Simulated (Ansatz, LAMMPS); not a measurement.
# Forces and charges in liquid mixture of sulfolane and H2O at 300 K (192 atoms), part 2 of 2

Wanted: forces, charges and levels of liquid mixture of sulfolane and H2O at 300 K (192 atoms).

Ansatz 0.2.0; Kohn-Sham DFT, PBEsol, PAW (set soft_2), plane waves.

The cell: 28 O, 12 S, 48 C and 104 H. The network of contacts between molecules at the start is that of the classical potential that made the cell. The functional has no dispersion term. The density was typed from a rule of thumb and may lie off the real one at this temperature. The Brillouin zone is sampled at Γ only, in a cell whose shortest periodic width is 13 Å.

So far. Step 3 (Plane-wave single point): Mean intrinsic-atomic-orbital charges: C -0.45, H +0.21, O -0.89, S +2.04 e. The largest share in the top eV of filled states is O p (67 % of the projected weight), and in the lowest eV of empty states H s (34 % of the projected weight).

### 4. Distances and neighbours

Bonds and neighbours are counted at the geometry of the runs.

Density 1.25 g/cm³, 10.52 Å³ an atom.

g(r), total and by pair (bins of 0.2 Å):

| r (Å) | total | H-H | H-C | H-O | H-S | C-C | C-O |
| --- | --- | --- | --- | --- | --- | --- | --- |
| 0.90 | 0.23 | 0.00 | 0.00 | 1.45 | 0.00 | 0.00 | 0.00 |
| 1.10 | 3.63 | 0.00 | 12.95 | 0.79 | 0.00 | 0.00 | 0.00 |
| 1.30 | 0.00 | 0.00 | 0.00 | 0.00 | 0.00 | 0.00 | 0.00 |
| 1.50 | 1.18 | 0.00 | 0.00 | 0.00 | 0.00 | 10.99 | 0.00 |
| 1.70 | 0.76 | 1.60 | 0.00 | 0.18 | 0.00 | 0.00 | 0.00 |
| 1.90 | 0.38 | 0.87 | 0.04 | 0.31 | 0.00 | 0.00 | 0.00 |
| 2.10 | 1.10 | 0.36 | 3.57 | 0.06 | 0.27 | 0.00 | 0.00 |
| 2.30 | 1.07 | 1.05 | 1.37 | 0.36 | 3.82 | 1.25 | 0.00 |
| 2.50 | 1.18 | 1.76 | 0.15 | 1.35 | 1.51 | 1.85 | 0.82 |
| 2.70 | 1.38 | 1.31 | 0.55 | 2.44 | 0.51 | 0.99 | 3.31 |
| 2.90 | 0.68 | 0.83 | 0.48 | 1.33 | 0.83 | 0.00 | 0.35 |
| 3.10 | 0.84 | 0.97 | 0.60 | 1.58 | 1.15 | 0.00 | 0.68 |
| 3.30 | 0.99 | 0.87 | 1.26 | 1.35 | 0.94 | 0.00 | 1.52 |
| 3.50 | 1.03 | 0.77 | 1.19 | 1.08 | 1.76 | 0.05 | 2.54 |
| 3.70 | 0.87 | 0.93 | 0.81 | 0.78 | 1.34 | 0.05 | 1.90 |
| 3.90 | 0.86 | 1.01 | 0.72 | 0.65 | 1.18 | 0.50 | 1.26 |
| 4.10 | 0.88 | 0.97 | 0.78 | 0.98 | 0.92 | 0.82 | 0.65 |
| 4.30 | 0.88 | 0.87 | 0.75 | 1.39 | 0.72 | 0.72 | 0.71 |
| 4.50 | 0.98 | 0.87 | 0.96 | 1.24 | 0.83 | 1.00 | 1.01 |
| 4.70 | 0.98 | 0.98 | 0.87 | 0.91 | 0.87 | 1.23 | 1.17 |
| 4.90 | 0.99 | 0.97 | 0.99 | 1.00 | 1.18 | 0.76 | 0.92 |
| 5.10 | 1.02 | 0.96 | 1.12 | 1.11 | 0.97 | 0.94 | 0.85 |
| 5.30 | 1.04 | 1.10 | 0.97 | 0.96 | 0.96 | 1.29 | 0.98 |
| 5.50 | 1.06 | 1.04 | 1.10 | 1.01 | 0.98 | 1.17 | 1.01 |
| 5.70 | 1.03 | 1.02 | 1.08 | 0.77 | 0.81 | 1.37 | 1.06 |
| 5.90 | 1.03 | 0.96 | 1.09 | 0.91 | 1.01 | 1.23 | 1.03 |
| 6.10 | 1.03 | 1.03 | 1.03 | 0.90 | 1.03 | 1.33 | 0.74 |

Bonds by pair of elements; cutoffs follow the first minimum of g(r), held within bounds set by covalent radii, and pairs that aren't listed don't count as bonded:

| pair A-B | cutoff (Å) | bonds | mean length (Å) | spread (Å) | shortest (Å) | B about A | A about B |
| --- | --- | --- | --- | --- | --- | --- | --- |
| H-C | 1.34 | 96 | 1.09 | 0.03 | 1.01 | 0.923 | 2 |
| H-O | 1.21 | 8 | 1 | 0 | 1 | 0.077 | 0.286 |
| C-C | 1.85 | 36 | 1.51 | 0.033 | 1.45 | 1.5 | 1.5 |
| C-S | 2.21 | 24 | 1.77 | 0.04 | 1.70 | 0.5 | 2 |
| O-S | 1.88 | 24 | 1.46 | 0.016 | 1.42 | 0.857 | 2 |

How many atoms have how many bonded neighbours:

| element | mean | 1 | 2 | 4 |
| --- | --- | --- | --- | --- |
| C | 4 | 0 | 0 | 48 |
| H | 1 | 104 | 0 | 0 |
| O | 1.14 | 24 | 4 | 0 |
| S | 4 | 0 | 0 | 12 |

Bond angles, per cent of each kind in bins of 5°:

| angle (°) | C-C-H | H-C-S | H-C-H | C-S-O | C-C-S |
| --- | --- | --- | --- | --- | --- |
| 95–100 | 0.0 | 8.3 | 0.0 | 0.0 | 4.2 |
| 100–105 | 4.9 | 10.4 | 16.7 | 10.4 | 41.7 |
| 105–110 | 35.4 | 43.8 | 39.6 | 45.8 | 54.2 |
| 110–115 | 43.1 | 35.4 | 31.2 | 41.7 | 0.0 |
| 115–120 | 14.6 | 2.1 | 12.5 | 2.1 | 0.0 |
| 120–125 | 2.1 | 0.0 | 0.0 | 0.0 | 0.0 |

Bond angles (no mean is given where the spread exceeds 20°):

| angle | count | mean (°) | spread (°) |
| --- | --- | --- | --- |
| C-C-H | 144 | 111 | 4.2 |
| H-C-S | 48 | 108 | 3.8 |
| H-C-H | 48 | 109 | 4.8 |
| C-S-O | 48 | 109 | 2.8 |
| C-C-S | 24 | 105 | 2.6 |

Bond length by coordination (bonds to H left out):

| element | coordination | atoms | mean bond length (Å) |
| --- | --- | --- | --- |
| O | 1 | 24 | 1.46 |

Rings of the network by King's shortest-path rule, up to 12 atoms, one path for each pair of neighbours; H, halogens, alkali and alkaline-earth atoms are left out, and the last column divides by all other atoms, bonded or not:

| ring size (atoms) | rings | per network atom |
| --- | --- | --- |
| 5 | 12 | 0.136 |

Counting bonds as in the table, all C atoms have 4, all H atoms have 1, 86 % of O atoms have 1 and all S atoms have 4 bonded neighbours. The C-C-H angle averages 111° with a spread of 4°. All rings counted have 5 atoms.

A closer look about H30, picked at random: 13 atoms, nearest first, numbered in the order of the input, with positions taken from that point.

| atom | x | y | z | distance (Å) | bonds | intrinsic-atomic-orbital charge (e) | Fx | Fy | Fz (eV/Å) |
| --- | --- | --- | --- | --- | --- | --- | --- | --- | --- |
| H30 | 0.00 | 0.00 | 0.00 | 0.00 | 1 | 0.22 | -0.14 | 0.15 | 0.06 |
| C22 | 0.35 | 0.39 | -0.97 | 1.10 | 4 | -0.59 | -2.27 | 0.46 | 0.44 |
| H29 | -0.42 | 0.11 | -1.74 | 1.79 | 1 | 0.21 | 0.41 | 0.12 | 0.38 |
| C21 | 0.61 | 1.89 | -0.98 | 2.22 | 4 | -0.34 | -0.87 | 0.23 | -1.99 |
| S17 | 1.83 | -0.40 | -1.32 | 2.29 | 4 | 2.09 | 0.86 | 0.40 | 1.63 |
| H70 | -1.86 | -1.59 | -0.15 | 2.45 | 1 | 0.18 | -0.19 | -1.02 | -0.08 |
| H27 | 0.89 | 2.30 | -0.07 | 2.47 | 1 | 0.19 | 0.64 | 0.26 | 2.19 |
| O16 | 2.40 | -1.05 | -0.13 | 2.62 | 1 | -0.90 | -0.43 | -0.62 | -0.40 |
| H28 | -0.29 | 2.49 | -1.22 | 2.79 | 1 | 0.20 | 0.05 | -0.42 | -0.31 |
| O166 | -0.76 | 2.36 | 1.81 | 3.07 | 1 | -0.87 | -0.56 | 0.27 | 0.16 |
| H183 | 2.85 | 0.06 | 1.34 | 3.15 | 1 | 0.37 | 0.58 | -0.01 | 0.92 |
| H72 | 0.29 | -3.09 | -0.81 | 3.21 | 1 | 0.19 | -0.43 | 0.09 | 0.58 |
| O18 | 1.66 | -1.11 | -2.54 | 3.23 | 1 | -0.89 | 0.18 | -1.07 | -1.26 |

The column of bonds counts only the pairs H-C within 1.34 Å, H-O within 1.21 Å, C-C within 1.85 Å, C-S within 2.21 Å, O-S within 1.88 Å; other neighbours, such as metal atoms beside each other in a compound, aren't counted, and periodic images can show an atom twice.

### 5. Summary of results

| Quantity | Value |
| --- | --- |
| free energy per atom | -207.2204 eV/atom |
| pressure | 2.831 GPa |
| r.m.s. force component | 0.8492 eV/Å |
| gap (highest filled to lowest empty level) | 5.136 eV |
| wall time of the 1 DFT run | 20 s |

Between filled and empty levels lie 5.14 eV (at Γ alone); a semilocal functional tends to put such gaps too low. In a disordered cell it changes from sample to sample and from frame to frame. Counting bonds as in the table, all C atoms have 4, all H atoms have 1, 86 % of O atoms have 1 and all S atoms have 4 bonded neighbours.

Caveats: The force components of 0.85 eV/Å r.m.s. reflect the temperature of the frame as well as the gap between the generating potential and DFT, above all in bond lengths inside molecules. The pressure of 2.8 GPa is that of one thermal frame, in which the classical model's bond lengths enter as well as the volume, without the kinetic term and with the strain of bonds inside molecules.

[Hosts, paths, dates, database ids (printed as entryN), source tags and the programs' standing remarks are cut or masked in the printed files.]
